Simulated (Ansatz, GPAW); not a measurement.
# La/Ag(100): work function by functional and basis, part 2 of 3

Wanted: work functions and dipole of La/Ag(100), with the cost of each level.

GPAW 26.7.0 and Ansatz 0.2.0; Ansatz plane waves; slab in vacuum with a dipole correction, relaxation; PAW set soft_1 (the session's first sound run).

So far, upper work function (eV): step 2 (relaxing the atoms) 2.83.

### Step 3. Plane waves, PBE

The work function is the vacuum plateau of the electrostatic potential less the Fermi level; a dipole layer lets the two faces have plateaus of their own.

This step: GPAW, PAW setups; slab in vacuum (GPAW 26.7.0).

run.py

```python
import json
import numpy as np
from ase import Atoms
from gpaw import GPAW, PW

slab = Atoms(
    ['Ag', 'Ag', 'Ag', 'Ag', 'Ag', 'Ag', 'Ag', 'Ag', 'Ag', 'Ag', 'Ag', 'Ag', 'Ag', 'Ag', 'Ag', 'Ag', 'La', 'La'],
    positions=[
        [1.44603, 1.44603, 8.00000],
        [0.00000, 0.00000, 10.04500],
        [1.44603, 1.44603, 12.09000],
        [-0.00000, 0.00000, 14.00671],
        [1.44603, 4.33810, 8.00000],
        [0.00000, 2.89207, 10.04500],
        [1.44603, 4.33810, 12.09000],
        [-0.00000, 2.89207, 15.10570],
        [4.33810, 1.44603, 8.00000],
        [2.89207, 0.00000, 10.04500],
        [4.33810, 1.44603, 12.09000],
        [2.89207, 0.00000, 15.10570],
        [4.33810, 4.33810, 8.00000],
        [2.89207, 2.89207, 10.04500],
        [4.33810, 4.33810, 12.09000],
        [2.89207, 2.89207, 14.00671],
        [-0.00000, 0.00000, 16.85530],
        [2.89207, 2.89207, 16.85530]],
    cell=[[5.78413, 0.0, 0.0], [0.0, 5.78413, 0.0], [0.0, 0.0, 25.831]],
    pbc=[True, True, False])

slab.calc = GPAW(mode=PW(400), xc='PBE', kpts={'size': (6, 6, 1), 'gamma': True},
                 occupations={'name': 'fermi-dirac', 'width': 0.1}, nbands='160%',
                 convergence={'density': 1e-05}, maxiter=200,
                 poissonsolver={'dipolelayer': 'xy'},
                 symmetry={'tolerance': 1e-3}, txt='slab.txt')
result = {}
energy = slab.get_potential_energy()
fermi = slab.calc.get_fermi_level()
v = slab.calc.get_electrostatic_potential().mean((0, 1)) - fermi
n = slab.calc.get_pseudo_density().mean((0, 1))
L = slab.cell[2, 2]
z = np.arange(len(v)) * L / len(v)
low, high = slab.positions[:, 2].min(), slab.positions[:, 2].max()
below, above = np.interp([low - 5.8, high + 5.8], z, v)
slopes = [np.interp(x, z, np.gradient(v, z)) for x in (low - 5.8, high + 5.8)]
eps = np.array([[slab.calc.get_eigenvalues(k, s) for k in range(len(slab.calc.get_ibz_k_points()))]
                for s in range(slab.calc.get_number_of_spins())]) - fermi
top, bottom = eps[eps < 0].max(), eps[eps > 0].min()
dipole = slab.get_dipole_moment()[2]
print(f'energy {energy:.4f} eV, Fermi level {fermi:.4f} eV, dipole {dipole:.5f} e A')
print(f'potential 5.8 A off the faces, from the Fermi level: lower {below:.4f} eV, upper {above:.4f} eV')
print(f'slope of the potential there: lower {slopes[0]:.5f}, upper {slopes[1]:.5f} eV/A')
print(f'nearest levels on the mesh: {top:.4f} and {bottom:.4f} eV')
print('magnetic moment', round(slab.get_magnetic_moment(), 3))
result.update(energy=energy, fermi=fermi, dipole=dipole, below=below, above=above, slopes=slopes, edges=[top, bottom],
              z=z.tolist(), v=v.tolist(), n=n.tolist(), positions=slab.positions.tolist(),
              forces=slab.get_forces(apply_constraint=False).tolist(), moments=slab.get_magnetic_moments().tolist())
json.dump(result, open('result.json', 'w'))
```

Run with:

```bash
$ OMP_NUM_THREADS=1 OPENBLAS_NUM_THREADS=1 python run.py
```

The log of the run:

```text
energy -50.5889 eV, Fermi level 1.4621 eV, dipole 0.25184 e A
potential 5.8 A off the faces, from the Fermi level: lower 4.1912 eV, upper 2.8293 eV
slope of the potential there: lower -0.00008, upper 0.00233 eV/A
nearest levels on the mesh: -0.0238 and 0.0074 eV
magnetic moment 0.0
```

Wall time 47 min (1 thread of Arm Neoverse V2, shared host); peak memory 1.2 GiB.

Numbers from this step:

| Quantity | Value |
| --- | --- |
| dipole along the normal | 0.2518 e·Å |
| levels nearest the Fermi level on the mesh | -0.02377, 0.007430 eV from the Fermi level |
| upper work function | 2.829 eV |
| lower work function | 4.191 eV |

The electrostatic potential energy of an electron (without an applied field's), less the Fermi level, planar mean by z:

```csv
z (Å),"electrostatic potential energy of an electron (without an applied field's), less the Fermi level, planar mean (eV)"
0.0,3.51
0.5,4.19
1.0,4.19
1.5,4.19
2.0,4.19
2.5,4.19
3.0,4.19
3.5,4.19
4.0,4.19
4.5,4.19
5.0,4.17
5.5,4.13
6.0,3.97
6.5,3.38
7.0,1.18
7.5,-7.29
8.0,-17.2
8.5,-7.44
9.0,-0.851
9.5,-6.58
10.0,-17.4
10.5,-8.80
11.0,-0.918
11.5,-5.42
12.0,-16.9
12.5,-9.97
13.0,-0.812
13.5,-2.28
14.0,-7.64
14.5,-6.01
15.0,-7.96
15.5,-5.03
16.0,-3.83
16.5,-13.7
17.0,-19.1
17.5,-6.60
18.0,-0.695
18.5,1.29
19.0,2.14
19.5,2.53
20.0,2.70
20.5,2.77
21.0,2.81
21.5,2.82
22.0,2.83
22.5,2.83
23.0,2.83
23.5,2.83
24.0,2.83
24.5,2.83
25.0,2.83
25.5,2.94
```

Table of pseudo valence density, planar mean by z:

z (Å), pseudo valence density, planar mean (e/Å³) and a bar:
```
      4.5       0.00 
      5.0       0.00 
      5.5       0.00 
      6.0       0.01 
      6.5       0.03 
      7.0       0.15 ##
      7.5       0.77 ###########
      8.0       2.17 ##############################
      8.5       0.82 ###########
      9.0       0.28 ####
      9.5       0.69 #########
     10.0       2.09 #############################
     10.5       0.92 #############
     11.0       0.28 ####
     11.5       0.62 #########
     12.0       2.08 #############################
     12.5       1.04 ##############
     13.0       0.27 ####
     13.5       0.44 ######
     14.0       1.17 ################
     14.5       0.68 #########
     15.0       1.11 ###############
     15.5       0.61 ########
     16.0       0.28 ####
     16.5       0.37 #####
     17.0       0.33 #####
     17.5       0.27 ####
     18.0       0.08 #
     18.5       0.02 
     19.0       0.01 
     19.5       0.00 
     20.0       0.00 
     20.5       0.00 
     21.0       0.00 
     21.5       0.00
```

Force by atom:

| atom | x (eV/Å) | y (eV/Å) | z (eV/Å) | size |
| --- | --- | --- | --- | --- |
| Ag1 | -0.001 | -0.001 | -0.096 | 0.096 |
| Ag2 | 0.000 | 0.000 | -0.035 | 0.035 |
| Ag3 | -0.001 | -0.001 | 0.177 | 0.177 |
| Ag4 | 0.000 | 0.000 | -0.032 | 0.032 |
| Ag5 | -0.001 | 0.001 | -0.096 | 0.096 |
| Ag6 | 0.000 | 0.000 | -0.116 | 0.116 |
| Ag7 | -0.001 | 0.001 | 0.177 | 0.177 |
| Ag8 | 0.000 | 0.000 | 0.002 | 0.002 |
| Ag9 | 0.001 | -0.001 | -0.096 | 0.096 |
| Ag10 | 0.000 | 0.000 | -0.116 | 0.116 |
| Ag11 | 0.001 | -0.001 | 0.177 | 0.177 |
| Ag12 | 0.000 | 0.000 | 0.002 | 0.002 |
| Ag13 | 0.001 | 0.001 | -0.096 | 0.096 |
| Ag14 | 0.000 | 0.000 | -0.035 | 0.035 |
| Ag15 | 0.001 | 0.001 | 0.177 | 0.177 |
| Ag16 | 0.000 | 0.000 | -0.032 | 0.032 |
| La17 | 0.000 | 0.000 | 0.018 | 0.018 |
| La18 | 0.000 | 0.000 | 0.019 | 0.019 |

The potential is flat to 0.002 eV/Å where it is read, so the vacuum is wide enough. The geometry is the other program's minimum; here the largest force on a free atom is 0.032 eV/Å.

### Step 4. Self-consistent run

The same geometry under RPBE, to see how far the functional moves the levels against the vacuum.

run.py, as its differences from that of step 3:

```diff
@@ -29,3 +29,3 @@
 
-slab.calc = GPAW(mode=PW(400), xc='PBE', kpts={'size': (6, 6, 1), 'gamma': True},
+slab.calc = GPAW(mode=PW(400), xc='RPBE', kpts={'size': (6, 6, 1), 'gamma': True},
                  occupations={'name': 'fermi-dirac', 'width': 0.1}, nbands='160%',
```

The log of the run:

```text
FileNotFoundError: Could not find required PAW dataset file "La.RPBE".
```

The job ended after 0.69 s (1 thread; peak memory 0.1 GiB).

The program refused the input before any cycle.

The program's message: “FileNotFoundError: Could not find required PAW dataset file "La.RPBE".”

### Step 5. Self-consistent run: xc = "LDA"

The same geometry under LDA, to see how far the functional moves the levels against the vacuum.

run.py, as its differences from that of step 4:

```diff
@@ -29,3 +29,3 @@
 
-slab.calc = GPAW(mode=PW(400), xc='RPBE', kpts={'size': (6, 6, 1), 'gamma': True},
+slab.calc = GPAW(mode=PW(400), xc='LDA', kpts={'size': (6, 6, 1), 'gamma': True},
                  occupations={'name': 'fermi-dirac', 'width': 0.1}, nbands='160%',
```

The log of the run:

```text
energy -66.2809 eV, Fermi level 1.1243 eV, dipole 0.29698 e A
potential 5.8 A off the faces, from the Fermi level: lower 4.6154 eV, upper 3.0096 eV
slope of the potential there: lower -0.00006, upper 0.00199 eV/A
nearest levels on the mesh: -0.0207 and 0.0121 eV
magnetic moment 0.0
```

The job ended after 46 min (1 thread; peak memory 1.2 GiB).

This step gave:

```yaml
dipole_along_the_normal: 0.2970 e·Å
levels_nearest_the_fermi_level_on_the_mesh: -0.02066, 0.01213 eV from the Fermi level
upper_work_function: 3.010 eV
lower_work_function: 4.615 eV
```

The electrostatic potential energy of an electron (without an applied field's), less the Fermi level, planar mean oscillates, so the rows of the table below give means over windows of 1 Å about each position, cut where the curve ends. Its maxima inside the range that stand out by 2 % of the span (Å: eV): 2.0: 4.62, 9.0: -0.294, 11.1: -0.276, 13.1: 0.246, 14.5: -5.54, 15.8: -2.73. Its minima: 8.0: -16.9, 10.0: -17.2, 12.1: -17.1, 14.1: -7.35, 15.1: -7.79, 16.9: -20.0.

The electrostatic potential energy of an electron (without an applied field's), less the Fermi level, planar mean by z; means over each step:

z (Å), electrostatic potential energy of an electron (without an applied field's), less the Fermi level, planar mean (eV) and a bar from the least value:
```
        0        4.3 ##############################
        1        4.6 ##############################
        2        4.6 ##############################
        3        4.6 ##############################
        4        4.6 ##############################
        5        4.6 ##############################
        6        4.3 ##############################
        7        0.5 ########################
        8      -13.0 ###
        9       -2.4 ###################
       10      -13.1 ###
       11       -2.6 ###################
       12      -12.9 ####
       13       -2.2 ####################
       14       -5.7 ##############
       15       -6.6 #############
       16       -5.4 ###############
       17      -15.3 
       18       -1.1 #####################
       19        2.3 ##########################
       20        2.9 ###########################
       21        3.0 ############################
       22        3.0 ############################
       23        3.0 ############################
       24        3.0 ############################
       25        3.0 ############################
```

The pseudo valence density, planar mean oscillates, so the rows of the table below give means over windows of 1 Å about each position, cut where the curve ends. Its maxima inside the range that stand out by 2 % of the span (Å: e/Å³): 8.0: 2.22, 10.1: 2.17, 12.1: 2.22, 14.0: 1.17, 15.1: 1.19, 16.6: 0.369. Its minima: 9.0: 0.269, 11.0: 0.281, 13.1: 0.235, 14.6: 0.660, 15.9: 0.272.

The pseudo valence density, planar mean by z; means over each step:

z (Å), pseudo valence density, planar mean (e/Å³) and a bar:
```
        4       0.00 
        5       0.00 
        6       0.01 
        7       0.23 ####
        8       1.55 ##############################
        9       0.44 #########
       10       1.55 ##############################
       11       0.46 #########
       12       1.54 ##############################
       13       0.43 ########
       14       0.87 #################
       15       0.91 ##################
       16       0.35 #######
       17       0.33 ######
       18       0.10 ##
       19       0.01 
       20       0.00 
       21       0.00 
       22       0.00
```

Force by atom:

| atom | x (eV/Å) | y (eV/Å) | z (eV/Å) | size |
| --- | --- | --- | --- | --- |
| Ag1 | 0.000 | 0.000 | 0.524 | 0.524 |
| Ag2 | 0.000 | 0.000 | -0.036 | 0.036 |
| Ag3 | 0.000 | 0.000 | 0.027 | 0.027 |
| Ag4 | 0.000 | 0.000 | -0.226 | 0.226 |
| Ag5 | 0.000 | 0.000 | 0.524 | 0.524 |
| Ag6 | 0.000 | 0.000 | -0.113 | 0.113 |
| Ag7 | 0.000 | 0.000 | 0.027 | 0.027 |
| Ag8 | 0.000 | 0.000 | -0.034 | 0.034 |
| Ag9 | 0.000 | 0.000 | 0.524 | 0.524 |
| Ag10 | 0.000 | 0.000 | -0.113 | 0.113 |
| Ag11 | 0.000 | 0.000 | 0.027 | 0.027 |
| Ag12 | 0.000 | 0.000 | -0.034 | 0.034 |
| Ag13 | 0.000 | 0.000 | 0.524 | 0.524 |
| Ag14 | 0.000 | 0.000 | -0.036 | 0.036 |
| Ag15 | 0.000 | 0.000 | 0.027 | 0.027 |
| Ag16 | 0.000 | 0.000 | -0.227 | 0.227 |
| La17 | 0.000 | 0.000 | -0.696 | 0.696 |
| La18 | 0.000 | 0.000 | -0.696 | 0.696 |

The upper face's work function is 3.010 eV, against 2.829 eV in the first plane-wave PBE run at this geometry.

### Step 6. OptPBE vdW

The same geometry under optPBE-vdW, to see how far the functional moves the levels against the vacuum (the van der Waals functionals take revPBE setups).

run.py, as its differences from that of step 5:

```diff
@@ -29,3 +29,3 @@
 
-slab.calc = GPAW(mode=PW(400), xc='LDA', kpts={'size': (6, 6, 1), 'gamma': True},
+slab.calc = GPAW(mode=PW(400), xc='optPBE-vdW', kpts={'size': (6, 6, 1), 'gamma': True},
                  occupations={'name': 'fermi-dirac', 'width': 0.1}, nbands='160%',
```

The log of the run:

```text
FileNotFoundError: Could not find required PAW dataset file "La.revPBE".
```

Run time: 0.69 s. Hardware: 1 thread; peak memory 0.1 GiB.

The input was rejected at the start.

The program's message: “FileNotFoundError: Could not find required PAW dataset file "La.revPBE".”

### Step 7. Real-space grid: mode = "fd"

A real-space grid is a second complete basis, so it checks the plane-wave result.

run.py, as its differences from that of step 6:

```diff
@@ -3,3 +3,3 @@
 from ase import Atoms
-from gpaw import GPAW, PW
+from gpaw import GPAW
 
@@ -29,3 +29,3 @@
 
-slab.calc = GPAW(mode=PW(400), xc='optPBE-vdW', kpts={'size': (6, 6, 1), 'gamma': True},
+slab.calc = GPAW(mode='fd', h=0.18, xc='PBE', kpts={'size': (6, 6, 1), 'gamma': True},
                  occupations={'name': 'fermi-dirac', 'width': 0.1}, nbands='160%',
```

The log of the run:

```text
energy -51.6065 eV, Fermi level -3.5086 eV, dipole 0.25143 e A
potential 5.8 A off the faces, from the Fermi level: lower 4.1885 eV, upper 2.8276 eV
slope of the potential there: lower -0.00006, upper 0.00210 eV/A
nearest levels on the mesh: -0.0237 and 0.0080 eV
magnetic moment 0.0
```

Wall time 4.5 h (1 thread); peak memory 7.5 GiB.

This step gave:

```
dipole along the normal                    : 0.2514 e·Å
levels nearest the Fermi level on the mesh : -0.02372, 0.008035 eV from the Fermi level
upper work function                        : 2.828 eV
lower work function                        : 4.189 eV
```

The upper face's work function is 2.828 eV, against 2.829 eV in the first plane-wave PBE run at this geometry.

### Step 8. All levels side by side

Times are for 1 thread of Arm Neoverse V2, shared host. The series side by side:

```csv
no.,run,upper work function (eV),lower work function (eV),time,memory (GiB)
1,pw,2.829,4.191,47 min,1.2
2,LDA,3.010,4.615,46 min,1.2
3,fd,2.828,4.189,4.5 h,7.5
```

(Part 2 of 3 ends here.)

[Logs are printed without paths, hosts, clocks, repeated set-up lines and the standing remarks that a program may print on its own settings, such as how far it seeks lower states.]

[Hosts, paths, dates, database ids (printed as entryN), source tags and the programs' standing remarks are cut or masked in the printed files.]
